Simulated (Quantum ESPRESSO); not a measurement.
# TePb (Fm-3m): Raman and infrared activity, part 2 of 3

Aim: Raman and infrared lines of TePb (Fm-3m).

Quantum ESPRESSO 8.0 development, patched; DFT LDA, scalar-relativistic, plane waves, PseudoDojo norm-conserving pseudopotentials.

So far. Step 2 (A first look): A gap of 0.66 eV opens on this mesh, so the crystal is taken as an insulator; the start stands at -1.7 GPa. Step 4 (Self-consistent run for the response): The cell stands at -0.0030 GPa, close enough for phonons. The relaxed cell has a = 6.380 Å (conventional setting).

## Step 5: Zone-centre response

At q = 0 one unit cell holds all displacements; symmetry groups them into irreducible representations that are solved one by one. The response to a field gives ε∞ and the Born charges, which polar modes need. Third-order response adds the Raman tensors.

File ph.in:

```
phonons
&INPUTPH
  prefix = 'x'
  outdir = './tmp'
  fildyn = 'g.dyn'
  tr2_ph = 1.0d-18
  epsil  = .true.
  lraman = .true.
  elop   = .true.
/
0.000000000000 0.000000000000 0.000000000000
```

On the command line:

```bash
> OMP_NUM_THREADS=1 mpirun -n 4 ph.x -nk 4 -in ph.in > ph.out
```

Log:

```text
[banners, grids, parts of the stress and lines that vanish by symmetry left out]
[banner, memory and clock lines left out]
Program PHONON v.8.0dev

     Dynamical matrices for q-points given in input
     (   1q-points):
       N         xq(1)         xq(2)         xq(3)
       1   0.000000000   0.000000000   0.000000000

     ./tmp/x.save/

     IMPORTANT: XC functional enforced from input :
     Exchange-correlation= PW
                           (   1   4   0   0   0   0   0)
     Any further DFT definition will be discarded
     Please, verify this is what you really want

     G-vector sticks info

     Reading collected, re-writing distributed wavefunctions in ./tmp/

     Number and degeneracy of irreps per q-point
       N         xq(1)         xq(2)         xq(3)   N irreps
       1   0.000000000   0.000000000   0.000000000       2
        3   3

     Calculation of q =    0.0000000   0.0000000   0.0000000

     phonons

     bravais-lattice index     =            0
     lattice parameter (alat)  =       8.5257  a.u.
     unit-cell volume          =     438.2047 (a.u.)^3
     number of atoms/cell      =            2
     number of atomic types    =            2
     kinetic-energy cut-off    =      82.0000  Ry
     charge density cut-off    =     328.0000  Ry
     convergence threshold     =      1.0E-18
     beta                      =       0.7000
     number of iterations used =            4
     Exchange-correlation= PW
                           (   1   4   0   0   0   0   0)

     celldm(1)=    8.52571  celldm(2)=    0.00000  celldm(3)=    0.00000
     celldm(4)=    0.00000  celldm(5)=    0.00000  celldm(6)=    0.00000

     crystal axes: (cart. coord. in units of alat)
               a(1) = ( -0.7071  0.0000  0.7071 )
               a(2) = (  0.0000  0.7071  0.7071 )
               a(3) = ( -0.7071  0.7071  0.0000 )

     reciprocal axes: (cart. coord. in units 2 pi/alat)
               b(1) = ( -0.7071 -0.7071  0.7071 )
               b(2) = (  0.7071  0.7071  0.7071 )
               b(3) = ( -0.7071  0.7071 -0.7071 )

     Atoms inside the unit cell:

     Cartesian axes

     site n.  atom      mass           positions (alat units)
        1  Te    127.6000   tau(    1) = (   -0.70711    0.70711    0.70711  )
        2  Pb    207.2000   tau(    2) = (    0.00000    0.00000    0.00000  )

     Computing dynamical matrix for
                    q = (   0.0000000   0.0000000   0.0000000 )

     49 Sym.Ops. (with q -> -q+G )

     G cutoff =  603.9145  (  43895 G-vectors)     FFT grid: ( 50, 50, 50)
     number of k points=    29
                       cart. coord. in units 2pi/alat
        k(    1) = (   0.0000000   0.0000000   0.0000000), wk =   0.0039062
        k(    2) = (  -0.0883883   0.0883883  -0.0883883), wk =   0.0312500
        k(    3) = (  -0.1767767   0.1767767  -0.1767767), wk =   0.0312500
        [... further k-points left out ...]

     PseudoPot. # 1 for Te read from file:
     ./pseudo/Te.upf
     Pseudo is Norm-conserving + core correction, Zval = 16.0

     PseudoPot. # 2 for Pb read from file:
     ./pseudo/Pb.upf
     Pseudo is Norm-conserving + core correction, Zval = 14.0

     Mode symmetry, O_h (m-3m)  point group:

     Electric field:
     Dielectric constant
     Born effective charges as d Force / d E
     Raman tensor
     Electro-optic tensor

     Atomic displacements:
     There are    2 irreducible representations

     Representation     1      3 modes -  To be done

     Representation     2      3 modes -  To be done

     Alpha used in Ewald sum =   2.8000

     Electric Fields Calculation

     The passes end when |ddv_scf|^2 is under  4.4E-20 (on this mesh; tr2_ph alone asks  1.0E-18)

      iter #   1   av.it.:   7.8
      thresh= 1.000E-02 alpha_mix =  0.700 |ddv_scf|^2 =  3.162E-07

      [... iterations left out ...]
      iter #   9   av.it.:  14.1
      thresh= 1.635E-10 alpha_mix =  0.700 |ddv_scf|^2 =  1.133E-20

     End of electric fields calculation

          Dielectric constant in cartesian axis

          (      34.583386867       0.000000000       0.000000000 )
          (       0.000000000      34.583386867      -0.000000000 )
          (       0.000000000      -0.000000000      34.583386867 )

          Effective charges (d Force / dE) in cartesian axis without acoustic sum rule applied (asr)

           atom    1  Te    Mean Z*:       -5.90122
      Ex  (       -5.90122       -0.00000       -0.00000 )
      Ey  (       -0.00000       -5.90122        0.00000 )
      Ez  (       -0.00000        0.00000       -5.90122 )
           atom    2  Pb    Mean Z*:        5.84562
      Ex  (        5.84562       -0.00000       -0.00000 )
      Ey  (       -0.00000        5.84562       -0.00000 )
      Ez  (        0.00000        0.00000        5.84562 )

          Effective charges Sum: Mean:       -0.05560
             -0.05560       -0.00000       -0.00000
             -0.00000       -0.05560        0.00000
             -0.00000        0.00000       -0.05560

          Effective charges (d Force / dE) in cartesian axis with asr applied:
           atom    1  Te    Mean Z*:       -5.87342
      E*x (       -5.87342       -0.00000       -0.00000 )
      E*y (       -0.00000       -5.87342        0.00000 )
      E*z (       -0.00000        0.00000       -5.87342 )
           atom    2  Pb    Mean Z*:        5.87342
      E*x (        5.87342        0.00000        0.00000 )
      E*y (        0.00000        5.87342       -0.00000 )
      E*z (        0.00000       -0.00000        5.87342 )

     Calling punch_plot_e
     Writing on file  drho

     Computing Pc [DH,Drho] |psi>

     Derivative coefficient:  0.001000    Threshold: 1.00E-12
     Message from routine dhdrhopsi:
     some bands at k + dk did not converge to eth_ns: the Raman tensors may be inaccurate, compare with a run at another eth_ns or dek
     Non-scf  u_k: avg # of iterations = 18.1
     Non-scf Du_k: avg # of iterations = 36.3

          Dielectric constant from finite-differences

          (      34.576478174       0.000000000       0.000000000 )
          (       0.000000000      34.576478174      -0.000000000 )
          (       0.000000000       0.000000000      34.576478174 )

              Electro-optic tensor is defined as
            the derivative of the dielectric tensor
              with respect to one electric field
                 units are Rydberg a.u.

            to obtain the static chi^2 multiply by 1/2

            to convert to pm/Volt multiply per 2.7502

          Electro-optic tensor in cartesian axis:

          (      -0.000000000       0.000000000      -0.000000000 )
          (      -0.000000000       0.000000000      -0.000000000 )
          (      -0.000000000       0.000000000      -0.000000000 )

          (       0.000000000       0.000000000      -0.000000000 )
          (      -0.000000000       0.000000000      -0.000000000 )
          (       0.000000000       0.000000000      -0.000000000 )

          (      -0.000000000      -0.000000000       0.000000000 )
          (      -0.000000000      -0.000000000      -0.000000000 )
          (      -0.000000000      -0.000000000       0.000000000 )

          Electro-optic tensor: contribution #   1

          (      -0.000000000      -0.000000000      -0.000000000 )
          (      -0.000000000      -0.000000000      -0.000000000 )
          (       0.000000000       0.000000000      -0.000000000 )

          (      -0.000000000       0.000000000      -0.000000000 )
          (      -0.000000000      -0.000000000      -0.000000000 )
          (       0.000000000      -0.000000000       0.000000000 )

          (       0.000000000      -0.000000000       0.000000000 )
          (      -0.000000000      -0.000000000       0.000000000 )
          (       0.000000000       0.000000000      -0.000000000 )

          Electro-optic tensor: contribution #   2

          (       0.000000000      -0.000000000       0.000000000 )
          (      -0.000000000      -0.000000000       0.000000000 )
          (       0.000000000      -0.000000000       0.000000000 )

          (      -0.000000000       0.000000000       0.000000000 )
          (      -0.000000000      -0.000000000      -0.000000000 )
          (       0.000000000      -0.000000000       0.000000000 )

          (       0.000000000      -0.000000000       0.000000000 )
          (       0.000000000       0.000000000       0.000000000 )
          (      -0.000000000      -0.000000000      -0.000000000 )

     Computing Second order response

      iter #   1   av.it.:  13.9
      thresh= 1.000E-02 alpha_mix =  0.700 |ddv_scf|^2 =  4.212E-04

      [... iterations left out ...]
      iter #  13   av.it.:  14.8
      thresh= 3.450E-11 alpha_mix =  0.700 |ddv_scf|^2 =  5.615E-21

          Raman tensor (au^-1) in cartesian axis

           atom      1
          (       0.000000000      -0.000000000       0.000000000 )
          (      -0.000000000      -0.000000000      -0.000000000 )
          (       0.000000000      -0.000000000       0.000000000 )

          (       0.000000000      -0.000000000       0.000000000 )
          (       0.000000000      -0.000000000       0.000000000 )
          (       0.000000000       0.000000000       0.000000000 )

          (      -0.000000000      -0.000000000       0.000000000 )
          (      -0.000000000      -0.000000000      -0.000000000 )
          (      -0.000000000      -0.000000000       0.000000000 )

           atom      2
          (      -0.000000000       0.000000000       0.000000000 )
          (       0.000000000       0.000000000       0.000000000 )
          (       0.000000000       0.000000000       0.000000000 )

          (      -0.000000000       0.000000000      -0.000000000 )
          (       0.000000000       0.000000000      -0.000000000 )
          (      -0.000000000      -0.000000000       0.000000000 )

          (      -0.000000000       0.000000000       0.000000000 )
          (       0.000000000       0.000000000       0.000000000 )
          (      -0.000000000      -0.000000000      -0.000000000 )

     Raman tensor (A^2)

     atom #    1    pol.  1
      0.118465373757E-18     -0.429798712014E-18      0.125821863282E-18
     -0.866786374454E-19     -0.949185149464E-19     -0.598266891382E-19
      0.943854359953E-19     -0.122455850476E-18      0.121237384303E-18
     atom #    1    pol.  2
      0.356157662629E-18     -0.493478800427E-19      0.206042630006E-18
      0.442303221124E-19     -0.109783802268E-18      0.229437180544E-18
[...]
atom #    1    pol.  3
[...]
atom #    2    pol.  1
[...]
atom #    2    pol.  2
[...]
atom #    2    pol.  3
[...]
-0.311927340517E-19     -0.935782021551E-19     -0.116972752694E-18

     Representation #   1 modes #   1   2   3

     Self-consistent Calculation

     The passes end when |ddv_scf|^2 is under  4.4E-20 (on this mesh; tr2_ph alone asks  1.0E-18)

      iter #   1   av.it.:   8.1
      thresh= 1.000E-02 alpha_mix =  0.700 |ddv_scf|^2 =  1.388E-06

      [... iterations left out ...]
      iter #   9   av.it.:  13.9
      thresh= 2.496E-10 alpha_mix =  0.700 |ddv_scf|^2 =  4.165E-20

     End of self-consistent calculation

     Convergence has been achieved

     Representation #   2 modes #   4   5   6

     Self-consistent Calculation

     The passes end when |ddv_scf|^2 is under  4.4E-20 (on this mesh; tr2_ph alone asks  1.0E-18)

      iter #   1   av.it.:   8.7
      thresh= 1.000E-02 alpha_mix =  0.700 |ddv_scf|^2 =  2.202E-06

      [... iterations left out ...]
      iter #   9   av.it.:  14.4
      thresh= 1.922E-10 alpha_mix =  0.700 |ddv_scf|^2 =  4.084E-20

     End of self-consistent calculation

     Convergence has been achieved

     Number of q in the star =    1
     List of q in the star:
          1   0.000000000   0.000000000   0.000000000

          Dielectric constant in cartesian axis

          (      34.583386867       0.000000000       0.000000000 )
          (       0.000000000      34.583386867      -0.000000000 )
          (       0.000000000      -0.000000000      34.583386867 )

          Effective charges (d Force / dE) in cartesian axis without acoustic sum rule applied (asr)

           atom    1  Te    Mean Z*:       -5.90122
      Ex  (       -5.90122       -0.00000       -0.00000 )
      Ey  (       -0.00000       -5.90122        0.00000 )
      Ez  (       -0.00000        0.00000       -5.90122 )
           atom    2  Pb    Mean Z*:        5.84562
      Ex  (        5.84562       -0.00000       -0.00000 )
      Ey  (       -0.00000        5.84562       -0.00000 )
      Ez  (        0.00000        0.00000        5.84562 )

          Effective charges Sum: Mean:       -0.05560
             -0.05560       -0.00000       -0.00000
             -0.00000       -0.05560        0.00000
             -0.00000        0.00000       -0.05560

          Effective charges (d Force / dE) in cartesian axis with asr applied:
           atom    1  Te    Mean Z*:       -5.87342
      E*x (       -5.87342       -0.00000       -0.00000 )
      E*y (       -0.00000       -5.87342        0.00000 )
      E*z (       -0.00000        0.00000       -5.87342 )
           atom    2  Pb    Mean Z*:        5.87342
      E*x (        5.87342        0.00000        0.00000 )
      E*y (        0.00000        5.87342       -0.00000 )
      E*z (        0.00000       -0.00000        5.87342 )

     Diagonalizing the dynamical matrix

     q = (    0.000000000   0.000000000   0.000000000 )

 **************************************************************************
     freq (    1) =       0.032005 [THz] =       1.067572 [cm-1]
     freq (    2) =       0.032005 [THz] =       1.067572 [cm-1]
     freq (    3) =       0.032005 [THz] =       1.067572 [cm-1]
     freq (    4) =       1.345348 [THz] =      44.875970 [cm-1]
     freq (    5) =       1.345348 [THz] =      44.875970 [cm-1]
     freq (    6) =       1.345348 [THz] =      44.875970 [cm-1]
 **************************************************************************

     Mode symmetry, O_h (m-3m)  point group:

     freq (   1-   3) =          1.1  [cm-1]   --> T_1u G_15  G_4- I
     freq (   4-   6) =         44.9  [cm-1]   --> T_1u G_15  G_4- I
```

Elapsed: 42 min, on 4 MPI ranks of AMD EPYC (Zen 3), shared host.

Read from the output:

```
miss of the charge sum rule                                       : 0.05560 e
largest acoustic frequency at the zone centre before the sum rule : 1.07 cm⁻¹
highest optical zone-centre mode (no LO-TO term)                  : 44.88 cm⁻¹
lowest optical zone-centre mode                                   : 44.88 cm⁻¹
mean high-frequency dielectric constant                           : 34.58
largest Born charge in size (third of the trace)                  : 5.901 e
```

Born charge (rows field, columns displacement), before the sum rule (e), principal values of the symmetric part by kind of site:

| atom | atoms with these values | low | middle | high | mean |
| --- | --- | --- | --- | --- | --- |
| Te1 | 1 | -5.90 | -5.90 | -5.90 | -5.90 |
| Pb2 | 1 | 5.85 | 5.85 | 5.85 | 5.85 |

In full for Te1:

```
-5.90  0.00  0.00
 0.00 -5.90  0.00
 0.00  0.00 -5.90
```

High-frequency dielectric tensor:

```
34.58  0.00  0.00
 0.00 34.58  0.00
 0.00  0.00 34.58
```

The acoustic modes at Γ come out as far as 1.1 cm⁻¹ from zero, where they should vanish, a small numerical error; the Born charges miss their sum rule by 0.056 e, too much: mesh or cutoff is short for the field response.

## Step 6: Modes with the sum rule

A rigid shift of the crystal must cost nothing, but grids and finite bases break this; the acoustic sum rule is imposed before the matrix is diagonalised again. With Born charges the intensities follow, and the static dielectric tensor.

File dynmat.in:

```
&INPUT
  fildyn = 'g.dyn'
  asr    = 'simple'
  fileig = 'dynmat.eig'
  lperm  = .true.
/
```

On the command line:

```bash
> dynmat.x -in dynmat.in > dynmat.out
```

Log:

```text
[banner, memory and clock lines left out]
Program DYNMAT v.8.0dev

     Reading Dynamical Matrix from file g.dyn
     ...Force constants read
     ...epsilon and Z* read
     ...Raman cross sections read
     A direction for q was not specified:TO-LO splitting will be absent

     Polarizability (A^3 units)
     multiply by 0.082004 for Clausius-Mossotti correction (not under assume_isolated = 'mt')
       173.538178    0.000000    0.000000
         0.000000  173.538178   -0.000000
         0.000000   -0.000000  173.538178

     IR activities are in (D/A)^2/amu units

# mode   [cm-1]    [THz]      IR
    1      0.00    0.0000    0.0000
    2      0.00    0.0000    0.0000
    3      0.00    0.0000    0.0000
    4     44.84    1.3441   10.0785
    5     44.84    1.3441   10.0785
    6     44.84    1.3441   10.0785

Electronic dielectric permittivity tensor (relative, adimensional)
        34.583387    0.000000    0.000000
         0.000000   34.583387   -0.000000
         0.000000   -0.000000   34.583387

 ... with zone-center polar mode contributions
       199.259461    0.000000    0.000000
         0.000000  199.259461    0.000000
         0.000000    0.000000  199.259461
```

Elapsed: 0.88 s, on 1 thread.

This step gave:

```yaml
highest_optical_zone_centre_mode_no_lo_to_term: 44.84 cm⁻¹
lowest_optical_zone_centre_mode: 44.84 cm⁻¹
mean_static_dielectric_constant: 199.3
```

Unit eigenvectors of the mass-weighted matrix after the sum rule; no LO-TO term. Modes at Γ, with each element's share of the kinetic energy:

```
mode  frequency (cm⁻¹)  symmetry  Te %  Pb %
   1               0.0  acoustic    38    62
   2               0.0  acoustic    38    62
   3               0.0  acoustic    38    62
   4              44.8       T1u    62    38
   5              44.8       T1u    62    38
   6              44.8       T1u    62    38
```

Displacements in mode 5 (44.8 cm⁻¹), the largest set to 1:
```
Te1  0.00  0.00  1.00
Pb2  0.00  0.00 -0.62
```

Degenerate modes summed, no LO-TO term. Infrared lines, with heights relative to the strongest:

| position (cm⁻¹) | lines merged | label | IR intensity, relative |
| --- | --- | --- | --- |
| 45 | 3 | T1u | 100 |

(Part 2 of 3 ends here.)

[Host names and launcher messages were left out of these logs when they were recorded.]

[Logs are printed without paths, hosts, clocks, repeated set-up lines and the standing remarks that a program may print on its own settings, such as how far it seeks lower states.]

[Hosts, paths, dates, database ids (printed as entryN), source tags and the programs' standing remarks are cut or masked in the printed files.]
